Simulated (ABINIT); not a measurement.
## Quasiparticle gap of SiO2 (P3_221) in ABINIT

Wanted: ground state, empty states, screening and self-energy for SiO2 (P3_221).

Calculated with ABINIT 10.8.3; PBE and many-body steps on it, plane waves.

Report form: the programs' logs are mostly left out.

### 1. The structure

Symmetry: P3_221, No. 154, trigonal system. Conventional cell: a = 4.916 Å, b = 4.916 Å, c = 5.408 Å, α = 90.00°, β = 90.00°, γ = 120.00°. Nearest to Si lie 4 O at 1.61 Å. Nearest to O lie 2 Si at 1.61 Å. Farther neighbours and most contacts between anions are not listed.

The cell and positions come from the Crystallography Open Database and are kept as given unless a step says otherwise.

### 2. Ground state

This step: ABINIT 10.8.3; DFT, PBE, plane waves, norm-conserving pseudopotentials.

The ground-state density comes first.

File run.abi:

```
acell 3*1.0 Angstrom
rprim 
  4.916359999971 0.000000000007 0.000000000000
  -2.458179999991 4.257692654122 0.000000000000
  0.000000000000 0.000000000000 5.408400000000
ntypat 2
znucl 14 8
natom 9
typat 1 1 1 2 2 2 2 2 2
xred 
  0.469730000000 0.000000000000 0.666666666667
  0.000000000000 0.469730000000 0.333333333333
  0.530270000000 0.530270000000 -0.000000000000
  0.413540000000 0.267580000000 0.785580000000
  0.732420000000 0.145960000000 0.452246666667
  0.854040000000 0.586460000000 0.118913333333
  0.267580000000 0.413540000000 0.214420000000
  0.145960000000 0.732420000000 0.547753333333
  0.586460000000 0.854040000000 0.881086666667
pp_dirpath "pseudos"
pseudos "Si.upf, O.upf"
ecut 36
ngkpt 6 6 4
nshiftk 1
shiftk 0 0 0
kptopt 1
chksymbreak 0
nband 32
occopt 1
tolvrs 1e-10
nstep 60
prtwf 0
optforces 0
optstress 0
indata_prefix "in"
outdata_prefix "out"
tmpdata_prefix "tmp"
```

Launch:

```console
> OMP_NUM_THREADS=1 mpirun -n 4 abinit run.abi > log
```

Wall time 72 s (4 MPI ranks of Arm Neoverse V2, shared host); peak memory 0.48 GiB; 4.8 min of CPU time.

This step gave:

```
total energy               : -3057.3467 eV
gap                        : 6.031 eV
k of the valence top       : 0.3333, 0.3333, 0
k of the conduction bottom : 0, 0, 0
least direct gap           : 6.346 eV
```

The gap is indirect, with the least direct gap 0.32 eV higher.

### 3. Bands along the symmetry lines

The cheap functional maps the bands first; the places of the edges decide which points the dearer methods must see.

Changes to run.abi since step 2:

```diff
@@ -22,14 +22,53 @@
 ecut 36
-ngkpt 6 6 4
-nshiftk 1
-shiftk 0 0 0
-kptopt 1
-chksymbreak 0
-nband 32
-occopt 1
-tolvrs 1e-10
-nstep 60
+iscf -2
+irdden 1
+kptopt 0
+nkpt 39
+kpt 
+  0.00000000 0.00000000 0.00000000
+  0.12500000 0.00000000 0.00000000
+  0.25000000 0.00000000 0.00000000
+  0.37500000 0.00000000 0.00000000
+  0.50000000 0.00000000 0.00000000
+  0.45833333 0.08333333 0.00000000
+  0.41666666 0.16666666 0.00000000
+  0.37500000 0.25000000 0.00000000
+  0.33333333 0.33333333 0.00000000
+  0.25000000 0.25000000 0.00000000
+  0.16666666 0.16666666 0.00000000
+  0.08333333 0.08333333 0.00000000
+  0.00000000 0.00000000 0.00000000
+  0.00000000 0.00000000 0.12500000
+  0.00000000 0.00000000 0.25000000
+  0.00000000 0.00000000 0.37500000
+  0.00000000 0.00000000 0.50000000
+  0.12500000 0.00000000 0.50000000
+  0.25000000 0.00000000 0.50000000
+  0.37500000 0.00000000 0.50000000
+  0.50000000 0.00000000 0.50000000
+  0.45833333 0.08333333 0.50000000
+  0.41666666 0.16666666 0.50000000
+  0.37500000 0.25000000 0.50000000
+  0.33333333 0.33333333 0.50000000
+  0.25000000 0.25000000 0.50000000
+  0.16666666 0.16666666 0.50000000
+  0.08333333 0.08333333 0.50000000
+  0.00000000 0.00000000 0.50000000
+  0.50000000 0.00000000 0.50000000
+  0.50000000 0.00000000 0.37500000
+  0.50000000 0.00000000 0.25000000
+  0.50000000 0.00000000 0.12500000
+  0.50000000 -0.00000000 0.00000000
+  0.33333333 0.33333333 0.50000000
+  0.33333333 0.33333333 0.37500000
+  0.33333333 0.33333333 0.25000000
+  0.33333333 0.33333333 0.12500000
+  0.33333333 0.33333333 0.00000000
+istwfk *1
+nband 37
+nbdbuf 8
+tolwfr 1e-07
+nstep 50
 prtwf 0
-optforces 0
-optstress 0
+prtvol 0
 indata_prefix "in"
```

Wall time 54 s (4 MPI ranks); peak memory 0.48 GiB.

Numbers from this step:

| Item | Value |
| --- | --- |
| gap | 6.031 eV |
| k of the valence top | 0.3333, 0.3333, 0 |
| k of the conduction bottom | 0, 0, 0 |
| least direct gap | 6.346 eV |

The gap is 6.031 eV, as in the run before at this level.

The electronic bands at the labelled points (eV, zero at the top of the highest filled band):

| point | band 21 | band 22 | band 23 | band 24 | band 25 | band 26 | band 27 | band 28 |
| --- | --- | --- | --- | --- | --- | --- | --- | --- |
| Γ | -1.00 | -0.68 | -0.32 | -0.32 | 6.03 | 9.33 | 9.33 | 9.78 |
| halfway | -1.00 | -0.83 | -0.24 | -0.15 | 6.91 | 9.33 | 9.40 | 9.90 |
| M | -1.03 | -0.78 | -0.27 | -0.04 | 8.28 | 9.01 | 9.73 | 9.74 |
| halfway | -1.09 | -0.63 | -0.31 | -0.02 | 8.47 | 9.07 | 9.62 | 9.95 |
| K | -1.23 | -0.43 | -0.43 | 0.00 | 8.94 | 8.94 | 9.43 | 10.38 |
| halfway | -0.91 | -0.87 | -0.25 | -0.11 | 7.16 | 9.33 | 9.48 | 9.94 |
| Γ | -1.00 | -0.68 | -0.32 | -0.32 | 6.03 | 9.33 | 9.33 | 9.78 |
| halfway | -1.07 | -0.53 | -0.22 | -0.10 | 6.62 | 9.17 | 9.26 | 9.29 |
| A | -1.21 | -0.21 | -0.21 | -0.09 | 7.97 | 7.97 | 9.08 | 9.76 |
| halfway | -1.08 | -0.44 | -0.41 | -0.15 | 8.36 | 8.50 | 9.40 | 9.75 |
| L | -0.88 | -0.84 | -0.60 | -0.19 | 8.93 | 9.41 | 9.69 | 9.85 |
| halfway | -0.86 | -0.83 | -0.62 | -0.33 | 8.96 | 9.58 | 9.78 | 9.89 |
| H | -0.93 | -0.76 | -0.58 | -0.58 | 9.02 | 9.81 | 9.81 | 10.12 |
| halfway | -1.06 | -0.54 | -0.39 | -0.22 | 8.47 | 8.65 | 9.45 | 9.92 |
| A | -1.21 | -0.21 | -0.21 | -0.09 | 7.97 | 7.97 | 9.08 | 9.76 |
| jump to L | -0.88 | -0.84 | -0.60 | -0.19 | 8.93 | 9.41 | 9.69 | 9.85 |
| halfway | -0.96 | -0.72 | -0.44 | -0.12 | 8.56 | 9.11 | 9.59 | 10.06 |
| M | -1.03 | -0.78 | -0.27 | -0.04 | 8.28 | 9.01 | 9.73 | 9.74 |
| jump to H | -0.93 | -0.76 | -0.58 | -0.58 | 9.02 | 9.81 | 9.81 | 10.12 |
| halfway | -1.01 | -0.55 | -0.51 | -0.20 | 8.94 | 9.25 | 9.62 | 10.23 |
| K | -1.23 | -0.43 | -0.43 | 0.00 | 8.94 | 8.94 | 9.43 | 10.38 |

### 4. Empty states on the mesh, 3×3×2 mesh, 236 bands

The sums over transitions need many empty states on a uniform mesh; this step solves for them.

File run.abi:

```
acell 3*1.0 Angstrom
rprim 
  4.916359999971 0.000000000007 0.000000000000
  -2.458179999991 4.257692654122 0.000000000000
  0.000000000000 0.000000000000 5.408400000000
ntypat 2
znucl 14 8
natom 9
typat 1 1 1 2 2 2 2 2 2
xred 
  0.469730000000 0.000000000000 0.666666666667
  0.000000000000 0.469730000000 0.333333333333
  0.530270000000 0.530270000000 -0.000000000000
  0.413540000000 0.267580000000 0.785580000000
  0.732420000000 0.145960000000 0.452246666667
  0.854040000000 0.586460000000 0.118913333333
  0.267580000000 0.413540000000 0.214420000000
  0.145960000000 0.732420000000 0.547753333333
  0.586460000000 0.854040000000 0.881086666667
pp_dirpath "pseudos"
pseudos "Si.upf, O.upf"
ecut 36
ngkpt 3 3 2
nshiftk 1
shiftk 0 0 0
kptopt 1
chksymbreak 0
iscf -2
irdden 1
istwfk *1
nband 236
nbdbuf 20
tolwfr 1e-09
nstep 60
prtvol 0
indata_prefix "in"
outdata_prefix "out"
tmpdata_prefix "tmp"
```

Wall time 2.7 min (4 MPI ranks); peak memory 0.55 GiB; 11 min of CPU time.

Numbers from this step:

* gap: 6.031 eV
* k of the valence top: 0.3333, 0.3333, 0
* k of the conduction bottom: 0, 0, 0
* least direct gap: 6.346 eV
* k points computed: 6
* lowest point of the top converged band, above the valence top: 77.6471 eV

On this mesh the gap is 6.031 eV.

### 5. Screening, 3×3×2 mesh, 216 bands, screening to 155.1 eV

The RPA dielectric matrix is built and inverted for each q.

This step: RPA screening on PBE, plane waves, norm-conserving pseudopotentials.

Changes to run.abi since step 4:

```diff
@@ -27,10 +27,11 @@
 chksymbreak 0
-iscf -2
-irdden 1
 istwfk *1
-nband 236
-nbdbuf 20
-tolwfr 1e-09
-nstep 60
-prtvol 0
+occopt 1
+irdwfk 1
+optdriver 3
+nband 216
+ecuteps 5.7
+inclvkb 2
+awtr 1
+symchi 1
 indata_prefix "in"
```

It took 2.6 min on 4 MPI ranks; peak memory 2.3 GiB; 10 min of CPU time.

This step gave:

| Property | Result |
| --- | --- |
| ε∞ with local fields, on this mesh, along the program's q direction | 2.327 |
| the same without local fields | 2.541 |
| plasma frequency | 24.18 eV |
| plane waves in the screening matrix | 503 |

Local fields lower ε∞ by 8 %. On a Γ-centred mesh this coarse the value itself is usually too large, while a short band sum pulls it down.

### 6. Self-energy, 3×3×2 mesh, 216 bands, screening to 155.1 eV

The self-energy is evaluated for the states that the input lists, and the levels follow from it, in one-shot runs by the linearised quasiparticle equation.

This step: G0W0 on PBE, plane waves, norm-conserving pseudopotentials.

Changes to run.abi since step 5:

```diff
@@ -30,8 +30,19 @@
 irdwfk 1
-optdriver 3
+optdriver 4
 nband 216
+gwcalctyp 0
+ecutsigx 36
+symsigma 1
+nkptgw 3
+kptgw 
+  0.3333333333 0.3333333333 0.0000000000
+  0.0000000000 0.0000000000 0.0000000000
+  0.0000000000 0.0000000000 0.5000000000
+bdgw 
+  22 26
+  23 27
+  22 26
 ecuteps 5.7
-inclvkb 2
-awtr 1
-symchi 1
+irdscr 1
+ppmodel 1
 indata_prefix "in"
```

Run time: 57 s. Hardware: 4 MPI ranks; peak memory 2.1 GiB; 3.8 min of CPU time.

Numbers from this step:

```yaml
g0w0_gap_on_the_points_computed: 8.611 eV
starting_gap_on_the_mesh: 6.031 eV
k_of_the_valence_top: 0.3333, 0.3333, 0
k_of_the_conduction_bottom: 0, 0, 0
z_at_the_valence_top: 0.817
z_at_the_conduction_bottom: 0.87
least_direct_g0w0_gap_on_the_computed_points: 9.006 eV
```

The gap on the mesh goes from 6.03 eV to 8.61 eV, a correction of +2.58 eV.

Limits: finite bands, cutoff and mesh; coarse k mesh. v1 is the top filled band, c1 the lowest empty one. Levels before and after the correction, in eV, zero at the valence-band top of each column:

|  | conduction bottom | valence top |
| --- | --- | --- |
| Kohn-Sham | 6.03 | 0.00 |
| G0W0 | 8.61 | 0.00 |

|  | level | energy (eV) |
| --- | --- | --- |
| Kohn-Sham | (0.333 0.333 0) v3-v2 | -0.434 |
| Kohn-Sham | (0.333 0.333 0) v1 | 0.000 |
| Kohn-Sham | (0.333 0.333 0) c1-c2 | 8.938 |
| Kohn-Sham | Γ v2-v1 | -0.315 |
| Kohn-Sham | Γ c1 | 6.031 |
| Kohn-Sham | Γ c2-c3 | 9.328 |
| G0W0 | (0.333 0.333 0) v3-v2 | -0.511 |
| G0W0 | (0.333 0.333 0) v1 | 0.000 |
| G0W0 | (0.333 0.333 0) c1-c2 | 11.985 |
| G0W0 | Γ v2-v1 | -0.395 |
| G0W0 | Γ c1 | 8.611 |
| G0W0 | Γ c2-c3 | 12.211 |

### 7. Where the time went

Times are wall times on 4 MPI ranks of Arm Neoverse V2, shared host, good to a factor of about two.

| step | time | share | memory (GiB) |
| --- | --- | --- | --- |
| ground state | 72 s | 14 % | 0.48 |
| bands along the symmetry lines | 54 s | 11 % | 0.48 |
| empty states on the mesh | 2.7 min | 33 % | 0.55 |
| screening | 2.6 min | 31 % | 2.3 |
| self-energy | 57 s | 11 % | 2.1 |

### 8. Summary of results

```json
{
  "PBE gap": "6.03 eV, indirect",
  "G0W0 gap on the mesh": "8.61 eV",
  "GW settings": "3×3×2 mesh, 216 bands, screening to 155.1 eV, Godby-Needs plasmon pole",
  "known limits": "not at the basis limit; coarse k mesh"
}
```

G0W0 moves the gap on the mesh from 6.03 eV to 8.61 eV (+2.58 eV), with Z of 0.82 and 0.87 at the edges. Local fields lower the RPA ε∞ on this mesh from 2.54 to 2.33; a Γ-centred mesh this coarse tends to raise both, most where the direct gap is narrow, while a short band sum lowers them. Only 3 of the mesh's irreducible points were corrected, so a valley elsewhere could overtake. Bands and cutoff are finite, so the gap is not at the basis limit. The miss can reach some tenths of an eV and take either sign; the mesh is an error of its own. In the G0W0 run levels were corrected at 3 k points alone, so a gap called «on the mesh» is the least over those, and an edge elsewhere would be missed. The 3×3×2 mesh is coarse for this cell, which bears on the long-range parts of exchange and screening.

[Paths, hosts, dates, memory and timing lines, banners, echoed tables and standing remarks are left out of the program output.]

[Logs are printed without paths, hosts, clocks, repeated set-up lines and the standing remarks that a program may print on its own settings, such as how far it seeks lower states.]

[Runs of the session that timed out or met a known fault of the program may be left out.]

[Hosts, paths, dates, database ids (printed as entryN), source tags and the programs' standing remarks are cut or masked in the printed files.]

[G0W0 gaps are taken among the corrected bands and points alone; a level outside them can change the order at an edge.]

[Where Ansatz stands beside ABINIT at settings called matched, ABINIT's density can come from a denser mesh and the files from another edition; pairs whose starting gaps differed by over 0.03 eV were left out, so agreement reads better than it is.]
